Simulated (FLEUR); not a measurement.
# CaMn2As2: parallel and opposed starts, part 2 of 2

A self-consistent run ends on one state, which hangs on the start. Several orders of CaMn2As2 are started in FLEUR and their energies compared.

FLEUR MaX-R8.1; PBEsol; all-electron FLAPW, Dirac cores, scalar-relativistic bands.

So far. Step 2 (Start 1: ferro ++): After 28 cycles the largest moment stands at 2.61 μB.

## Step 3: Order 2, typed as antiferro +-

An opposed order shows whether neighbours prefer unlike signs.

File inp.xml:

```
<?xml version="1.0" encoding="UTF-8" standalone="no"?>
<fleurInput fleurInputVersion="0.39">
   <comment>
      CaMn2As2
   </comment>
   <calculationSetup>
      <cutoffs Kmax="3.69" Gmax="11.1" GmaxXC="11.1" numbands="0"/>
      <scfLoop itmax="90" minDistance="0.00002" maxIterBroyd="15" imix="Anderson" alpha="0.05" precondParam="0.0" spinf="2.0" sdNocoIR="T"/>
      <coreElectrons ctail="T" frcor="F" kcrel="0" coretail_lmax="0"/>
      <xcFunctional name="PBEs" relativisticCorrections="F"/>
      <magnetism jspins="2"/>
      <soc l_soc="F" theta="0.0" phi="0.0" spav="F"/>
      <expertModes spex="0" secvar="F"/>
      <geometryOptimization l_f="F" forcealpha="1.0" forcemix="BFGS" epsdisp="0.00001" epsforce="0.00001"/>
      <ldaU l_linMix="F" mixParam="0.05" spinf="1.0"/>
   </calculationSetup>
   <cell>
      <bzIntegration valenceElectrons="70.0" mode="hist" fermiSmearingEnergy="0.00110248">
         <kPointListSelection listName="default-1"/>
         <xi:include xmlns:xi="http://www.w3.org/2001/XInclude" href="kpts.xml"> </xi:include>
      </bzIntegration>
      <xi:include xmlns:xi="http://www.w3.org/2001/XInclude" href="sym.xml"> </xi:include>
      <bulkLattice scale="1.0">
         <bravaisMatrix>
            <row-1>    7.5595426828929027     0.0000000000566918     0.0000000000000000</row-1>
            <row-2>   -3.7797713414936944     6.5467560043468911     0.0000000000000000</row-2>
            <row-3>    0.0000000000000000     0.0000000000000000    13.2196452450536608</row-3>
         </bravaisMatrix>
      </bulkLattice>
   </cell>
   <atomSpecies>
      <species name="Calcium (Ca)" element="Ca" atomicNumber="20">
         <mtSphere radius="2.8" gridPoints="925" logIncrement="0.013"/>
         <atomicCutoffs lmax="10" lnonsphr="8"/>
         <electronConfig flipSpins="F">
            <coreConfig>(1s1/2) (2s1/2) (2p1/2) (2p3/2)</coreConfig>
            <valenceConfig>(3s1/2) (3p1/2) (3p3/2) (4s1/2)</valenceConfig>
         </electronConfig>
         <energyParameters s="4" p="4" d="3" f="4"/>
         <lo type="SCLO" l="0" n="3" eDeriv="0"/>
         <lo type="SCLO" l="1" n="3" eDeriv="0"/>
      </species>
      <species name="Manganese 3.502" element="Mn" atomicNumber="25">
         <mtSphere radius="2.22" gridPoints="735" logIncrement="0.016"/>
         <atomicCutoffs lmax="8" lnonsphr="6"/>
         <electronConfig flipSpins="F">
            <coreConfig>(1s1/2) (2s1/2) (2p1/2) (2p3/2)</coreConfig>
            <valenceConfig>(3s1/2) (3p1/2) (3p3/2) (4s1/2) (3d3/2) (3d5/2)</valenceConfig>
            <stateOccupation state="(3d3/2)" spinUp="1.251" spinDown="0.749"/>
            <stateOccupation state="(3d5/2)" spinUp="3.0" spinDown="0.0"/>
         </electronConfig>
         <energyParameters s="4" p="4" d="3" f="4"/>
         <lo type="SCLO" l="0" n="3" eDeriv="0"/>
         <lo type="SCLO" l="1" n="3" eDeriv="0"/>
      </species>
      <species name="Manganese -3.502" element="Mn" atomicNumber="25">
         <mtSphere radius="2.22" gridPoints="735" logIncrement="0.016"/>
         <atomicCutoffs lmax="8" lnonsphr="6"/>
         <electronConfig flipSpins="F">
            <coreConfig>(1s1/2) (2s1/2) (2p1/2) (2p3/2)</coreConfig>
            <valenceConfig>(3s1/2) (3p1/2) (3p3/2) (4s1/2) (3d3/2) (3d5/2)</valenceConfig>
            <stateOccupation state="(3d3/2)" spinUp="0.749" spinDown="1.251"/>
            <stateOccupation state="(3d5/2)" spinUp="0.0" spinDown="3.0"/>
         </electronConfig>
         <energyParameters s="4" p="4" d="3" f="4"/>
         <lo type="SCLO" l="0" n="3" eDeriv="0"/>
         <lo type="SCLO" l="1" n="3" eDeriv="0"/>
      </species>
      <species name="Arsenic (As)" element="As" atomicNumber="33">
         <mtSphere radius="2.22" gridPoints="735" logIncrement="0.017"/>
         <atomicCutoffs lmax="8" lnonsphr="6"/>
         <electronConfig flipSpins="F">
            <coreConfig>(1s1/2) (2s1/2) (2p1/2) (2p3/2) (3s1/2) (3p1/2) (3p3/2)</coreConfig>
            <valenceConfig>(4s1/2) (3d3/2) (3d5/2) (4p1/2) (4p3/2)</valenceConfig>
            <stateOccupation state="(4p1/2)" spinUp="0.500000" spinDown="0.500000"/>
            <stateOccupation state="(4p3/2)" spinUp="1.000000" spinDown="1.000000"/>
         </electronConfig>
         <energyParameters s="4" p="4" d="3" f="4"/>
      </species>
   </atomSpecies>
   <atomGroups>
      <atomGroup species="Calcium (Ca)">
         <relPos label="                   1">.0000000000 .0000000000 .0000000000</relPos>
         <force calculate="T" relaxXYZ="TTT"/>
      </atomGroup>
      <atomGroup species="Manganese 3.502">
         <relPos label="                   2">1.000/3.000 -1.000/3.000 -.3841310000</relPos>
         <force calculate="T" relaxXYZ="TTT"/>
      </atomGroup>
      <atomGroup species="Manganese -3.502">
         <relPos label="                   3">-1.000/3.000 1.000/3.000 .3841310000</relPos>
         <force calculate="T" relaxXYZ="TTT"/>
      </atomGroup>
      <atomGroup species="Arsenic (As)">
         <relPos label="                   4">-1.000/3.000 1.000/3.000 -.2709010000</relPos>
         <force calculate="T" relaxXYZ="TTT"/>
      </atomGroup>
      <atomGroup species="Arsenic (As)">
         <relPos label="                   5">1.000/3.000 -1.000/3.000 .2709010000</relPos>
         <force calculate="T" relaxXYZ="TTT"/>
      </atomGroup>
   </atomGroups>
   <output dos="F" band="F" slice="F">
      <bandDOS minEnergy="-.5*Htr" maxEnergy="0.5*Htr" sigma="0.015" storeEVData="T"/>
      <plotting iplot="0" polar="F">
         <plot TwoD="T" vec1="  1.0  0.0  0.0" vec2="  0.0  1.0  0.0" vec3="  0.0  0.0  1.0" zero="  0.0  0.0  0.0" file="plot"/>
      </plotting>
      <moessbauerParams electricFieldGradient="F" isomerShift="F" coreHyperfine="F" valenceHyperfine="F"/>
   </output>
</fleurInput>
```

File crystal.txt:

```
CaMn2As2
&input film=F cartesian=F /
4.00033771269  0.00000000003  0.00000000000
-2.00016885637  3.46439408289  0.00000000000
0.00000000000  0.00000000000  6.99553500000
1.8897261246
1.0 1.0 1.0

5
20 0.00000000000  0.00000000000  0.00000000000
25 0.33333333333  0.66666666667  0.61586900000 : 3.502
25 0.66666666667  0.33333333333  0.38413100000 : -3.502
33 0.66666666667  0.33333333333  0.72909900000
33 0.33333333333  0.66666666667  0.27090100000

&kpt div1=8 div2=8 div3=4 gamma=T /
```

Started as:

```
$ OMP_NUM_THREADS=1 inpgen -f crystal.txt > inpgen.log  # inp.xml is then edited as shown
$ OMP_NUM_THREADS=1 mpirun -n 4 fleur_MPI > fleur.log
```

Log:

```text
[banner, memory and clock lines left out]
Welcome to FLEUR        (www.flapw.de)
      MaX-Release 8.1          (www.max-centre.eu)

 ========== k-point set info ==========
 Selected k-point list: default-1
 k-point list type: mesh
 0 x 0 x 0
 Number of k points: 36

 ------------Calculation Setup---------------------------
 Number of PE/node        :            4
 Number of OMP-threads    :            1
 k-points in parallel     :            4
 pe's per k-point         :            1
 No of k-point loops      :            9
 Eigenvalue solver        :       lapack
 Number of basis functions:          610
 Approximate size of matrices (H+S) per k-point:         0.011 GB
 Iteration:     1   Distance:       7.96842389 me/bohr^3
 Iteration:     2   Distance:       5.85902827 me/bohr^3
 Iteration:     3   Distance:       4.84248352 me/bohr^3
 Iteration:     4   Distance:       2.87177240 me/bohr^3
 Iteration:     5   Distance:       1.83159639 me/bohr^3
 Iteration:     6   Distance:       1.12189252 me/bohr^3
 Iteration:     7   Distance:       0.75892359 me/bohr^3
 Iteration:     8   Distance:       0.26895091 me/bohr^3
 Iteration:     9   Distance:       0.26568742 me/bohr^3
 Iteration:    10   Distance:       0.13818885 me/bohr^3
 Iteration:    11   Distance:       0.11942365 me/bohr^3
 Iteration:    12   Distance:       0.05691572 me/bohr^3
 Iteration:    13   Distance:       0.02827674 me/bohr^3
 Iteration:    14   Distance:       0.01986809 me/bohr^3
 Iteration:    15   Distance:       0.00558963 me/bohr^3
 Iteration:    16   Distance:       0.00547431 me/bohr^3
 Iteration:    17   Distance:       0.00355141 me/bohr^3
 Iteration:    18   Distance:       0.00097730 me/bohr^3
 Iteration:    19   Distance:       0.00061747 me/bohr^3
 Iteration:    20   Distance:       0.00021517 me/bohr^3
 Iteration:    21   Distance:       0.00017813 me/bohr^3
 Iteration:    22   Distance:       0.00004948 me/bohr^3
 Iteration:    23   Distance:       0.00003304 me/bohr^3
 Iteration:    24   Distance:       0.00001926 me/bohr^3

 ********************************************************************
 Run finished successfully
 Stop message:
   all done
 ********************************************************************

--- out.xml (last complete iteration) ---
<iteration numberForCurrentRun="   24" overallNumber="   24">
         [... left out ...]
         <bandgap value="0.0041248861" units="eV"/>
         <sumValenceSingleParticleEnergies value="-51.8427176612" units="Htr"/>
         <FermiEnergy value="0.2738852983" units="Htr"/>
         <valenceDensity>
            <mtCharges spin="1">
               <mtCharge atomType="1" total="4.3433594" s="1.0696868" p="3.0490375" d="0.2096045" f="0.0122810"/>
               <mtCharge atomType="2" total="8.3977604" s="1.1437837" p="3.1400095" d="4.1063385" f="0.0063075"/>
               <mtCharge atomType="3" total="5.0624642" s="1.1070630" p="3.0955713" d="0.8509296" f="0.0072539"/>
               <mtCharge atomType="4" total="6.5722434" s="0.6372751" p="0.9248803" d="5.0002038" f="0.0078320"/>
               <mtCharge atomType="5" total="6.5830750" s="0.6372512" p="0.9461874" d="4.9940167" f="0.0043727"/>
            </mtCharges>
            <mtCharges spin="2">
               <mtCharge atomType="1" total="4.3433594" s="1.0696868" p="3.0490375" d="0.2096045" f="0.0122810"/>
               <mtCharge atomType="2" total="5.0624642" s="1.1070630" p="3.0955713" d="0.8509296" f="0.0072539"/>
               <mtCharge atomType="3" total="8.3977604" s="1.1437837" p="3.1400095" d="4.1063385" f="0.0063075"/>
               <mtCharge atomType="4" total="6.5830750" s="0.6372512" p="0.9461874" d="4.9940167" f="0.0043727"/>
               <mtCharge atomType="5" total="6.5722434" s="0.6372751" p="0.9248803" d="5.0002038" f="0.0078320"/>
            </mtCharges>
            <spinDependentCharge spin="1" total="35.0000000" interstitial="4.0410975" mtSpheres="30.9589025"/>
            <spinDependentCharge spin="2" total="35.0000000" interstitial="4.0410975" mtSpheres="30.9589025"/>
            <totalCharge value="70.0000000000"/>
         </valenceDensity>
         [... left out ...]
         <magneticMomentsInMTSpheres units="muBohr">
            <globalMagMoment atomType="1" vec="0.00000   0.00000   0.00000"/>
            <localMagMoment atomType="1" vec="0.00000   0.00000   0.00000"/>
            <globalMagMoment atomType="2" vec="0.00000   0.00000   3.33530"/>
            <localMagMoment atomType="2" vec="0.00000   0.00000   3.33530"/>
            <globalMagMoment atomType="3" vec="0.00000   0.00000  -3.33530"/>
            <localMagMoment atomType="3" vec="0.00000   0.00000  -3.33530"/>
            <globalMagMoment atomType="4" vec="0.00000   0.00000  -0.01083"/>
            <localMagMoment atomType="4" vec="0.00000   0.00000  -0.01083"/>
            <globalMagMoment atomType="5" vec="0.00000   0.00000   0.01083"/>
            <localMagMoment atomType="5" vec="0.00000   0.00000   0.01083"/>
         </magneticMomentsInMTSpheres>
         [... left out ...]
         <totalEnergy value="    -7513.7382361406" units="Htr">
            <sumOfEigenvalues value="    -4345.2113898891">
               <coreElectrons value="-4293.3686722279"/>
               <valenceElectrons value="-51.8427176612"/>
            </sumOfEigenvalues>
            <densityCoulombPotentialIntegral value="-11598.1434331924"/>
            <densityEffectivePotentialIntegral value="-11994.4161313356"/>
            <chargeDenXCDenIntegral value="-302.3763273559"/>
            <FockExchangeEnergyValence value="0.0000000000"/>
            <FockExchangeEnergyCore value="0.0000000000"/>
         [... left out ...]
            <tkbTimesEntropy value="0.0002799103"/>
            <freeEnergy value="-7513.7385160509"/>
            <extrapolationTo0K value="-7513.7383760958"/>
         </totalEnergy>
         <densityConvergence units="me/bohr^3">
            <chargeDensity spin="1" distance="0.0000117384"/>
            <chargeDensity spin="2" distance="0.0000117314"/>
            <overallChargeDensity distance="0.0000192599"/>
            <spinDensity distance="0.0000134123"/>
         </densityConvergence>
      </iteration>
```

The job ended after 83 s (4 MPI ranks of Intel Xeon 6975P-C (Granite Rapids), shared host; peak memory 0.51 GiB; 5.5 min of CPU time).

Spin moment in the muffin-tin sphere by atom:

```
atom  spin moment in the muffin-tin sphere (μB)
 Ca1                                       0.00
 Mn2                                       3.34
 Mn3                                      -3.34
 As4                                      -0.01
 As5                                       0.01
```

Numbers from this step:

| Quantity | Value |
| --- | --- |
| free energy | -204459.2409 eV |
| program's band gap on this mesh (in a metal only a level spacing) | 0.004125 eV |
| magnetization | 0 μB |
| final state | antiferromagnetic |

It lies 260 meV a seeded atom under the first start, and its largest moment is 3.34 μB against 2.61 μB.

## Step 4: Run 3 (no spin polarisation)

Without spin polarisation no moment can form, so the difference from the other runs is what forming moments gains.

Changes to inp.xml since step 3:

```diff
@@ -10,3 +10,3 @@
       <xcFunctional name="PBEs" relativisticCorrections="F"/>
-      <magnetism jspins="2"/>
+      <magnetism jspins="1"/>
       <soc l_soc="F" theta="0.0" phi="0.0" spav="F"/>
@@ -42,3 +42,3 @@
       </species>
-      <species name="Manganese 3.502" element="Mn" atomicNumber="25">
+      <species name="Manganese (Mn)" element="Mn" atomicNumber="25">
          <mtSphere radius="2.22" gridPoints="735" logIncrement="0.016"/>
@@ -48,17 +48,4 @@
             <valenceConfig>(3s1/2) (3p1/2) (3p3/2) (4s1/2) (3d3/2) (3d5/2)</valenceConfig>
-            <stateOccupation state="(3d3/2)" spinUp="1.251" spinDown="0.749"/>
-            <stateOccupation state="(3d5/2)" spinUp="3.0" spinDown="0.0"/>
-         </electronConfig>
-         <energyParameters s="4" p="4" d="3" f="4"/>
-         <lo type="SCLO" l="0" n="3" eDeriv="0"/>
-         <lo type="SCLO" l="1" n="3" eDeriv="0"/>
-      </species>
-      <species name="Manganese -3.502" element="Mn" atomicNumber="25">
-         <mtSphere radius="2.22" gridPoints="735" logIncrement="0.016"/>
-         <atomicCutoffs lmax="8" lnonsphr="6"/>
-         <electronConfig flipSpins="F">
-            <coreConfig>(1s1/2) (2s1/2) (2p1/2) (2p3/2)</coreConfig>
-            <valenceConfig>(3s1/2) (3p1/2) (3p3/2) (4s1/2) (3d3/2) (3d5/2)</valenceConfig>
-            <stateOccupation state="(3d3/2)" spinUp="0.749" spinDown="1.251"/>
-            <stateOccupation state="(3d5/2)" spinUp="0.0" spinDown="3.0"/>
+            <stateOccupation state="(3d3/2)" spinUp="1.000000" spinDown="1.000000"/>
+            <stateOccupation state="(3d5/2)" spinUp="1.500000" spinDown="1.500000"/>
          </electronConfig>
@@ -85,7 +72,4 @@
       </atomGroup>
-      <atomGroup species="Manganese 3.502">
+      <atomGroup species="Manganese (Mn)">
          <relPos label="                   2">1.000/3.000 -1.000/3.000 -.3841310000</relPos>
-         <force calculate="T" relaxXYZ="TTT"/>
-      </atomGroup>
-      <atomGroup species="Manganese -3.502">
          <relPos label="                   3">-1.000/3.000 1.000/3.000 .3841310000</relPos>
@@ -95,5 +79,2 @@
          <relPos label="                   4">-1.000/3.000 1.000/3.000 -.2709010000</relPos>
-         <force calculate="T" relaxXYZ="TTT"/>
-      </atomGroup>
-      <atomGroup species="Arsenic (As)">
          <relPos label="                   5">1.000/3.000 -1.000/3.000 .2709010000</relPos>
```

Changes to crystal.txt since step 3:

```diff
@@ -10,4 +10,4 @@
 20 0.00000000000  0.00000000000  0.00000000000
-25 0.33333333333  0.66666666667  0.61586900000 : 3.502
-25 0.66666666667  0.33333333333  0.38413100000 : -3.502
+25 0.33333333333  0.66666666667  0.61586900000
+25 0.66666666667  0.33333333333  0.38413100000
 33 0.66666666667  0.33333333333  0.72909900000
```

Log:

```text
[banner, memory and clock lines left out]
Welcome to FLEUR        (www.flapw.de)
      MaX-Release 8.1          (www.max-centre.eu)

 ========== k-point set info ==========
 Selected k-point list: default-1
 k-point list type: mesh
 0 x 0 x 0
 Number of k points: 36

 [... set-up left out ...]
 Iteration:     1   Distance:      15.61375192 me/bohr^3
 Iteration:     2   Distance:       8.28866098 me/bohr^3
 Iteration:     3   Distance:       6.54831923 me/bohr^3
 Iteration:     4   Distance:       4.87853408 me/bohr^3
 Iteration:     5   Distance:       3.87687970 me/bohr^3
[...]
<FermiEnergy value="0.2565715433" units="Htr"/>
         [... left out ...]
         <totalEnergy value="    -7513.6829562745" units="Htr">
            <sumOfEigenvalues value="    -4346.2346576406">
               <coreElectrons value="-4294.2363994643"/>
               <valenceElectrons value="-51.9982581763"/>
            </sumOfEigenvalues>
         [... left out ...]
            <freeEnergy value="-7513.6840465427"/>
            <extrapolationTo0K value="-7513.6835014086"/>
         </totalEnergy>
         <densityConvergence units="me/bohr^3">
            <chargeDensity spin="1" distance="0.0000142395"/>
         </densityConvergence>
      </iteration>
```

Run time: 24 s. Hardware: 4 MPI ranks; peak memory 0.27 GiB; 95 s of CPU time.

Read from the output:

```yaml
free_energy: -204457.7587 eV
program_s_band_gap_on_this_mesh_in_a_metal_only_a_level_spacing: 0.01027 eV
final_state: non-magnetic (no spin polarisation)
```

It lies 481 meV a seeded atom over the first start.

## Step 5: Ranking

Free energies are divided by the number of seeded atoms.

Orders:

```
               start                                  final state  typed order kept  energy over the lowest (meV a seeded atom)  largest sphere moment (μB)  net moment (μB a primitive cell)  mesh matched  CPU time (s)
            ferro ++  ferromagnetic, with opposed induced moments               yes                                       260.4                       2.607                               5.3           yes         214.5
        antiferro +-                            antiferromagnetic               yes                                           0                       3.335                                 0           yes         331.1
no spin polarisation                                 non-magnetic                 -                                       741.1                           0                                 0           yes         95.37
```

## Step 6: Outcome

```
lowest state found                 : antiferromagnetic (typed antiferro +-)
largest site spin moment           : 3.34 μB
next finished state                : ferromagnetic, with opposed induced moments, 260 meV a seeded atom higher
energy gained by spin polarisation : 741 meV a seeded atom
```

**Reading.** The lowest state found is antiferromagnetic, reached from the start antiferro +-, with moments up to 3.34 μB. The next finished state costs 260 meV a seeded atom. This is the lowest of 3 finished starts, no proof of the ground state.

[Logs and program files are shortened in this print: banners, set-up blocks, solver, clock and traceback lines can be left out without a mark of their own.]

[Logs are printed without paths, hosts, clocks, repeated set-up lines and the standing remarks that a program may print on its own settings, such as how far it seeks lower states.]

[Hosts, paths, dates, database ids (printed as entryN), source tags and the programs' standing remarks are cut or masked in the printed files.]

[Where a cell is said to come from a database of computed structures, the database is the Materials Project.]
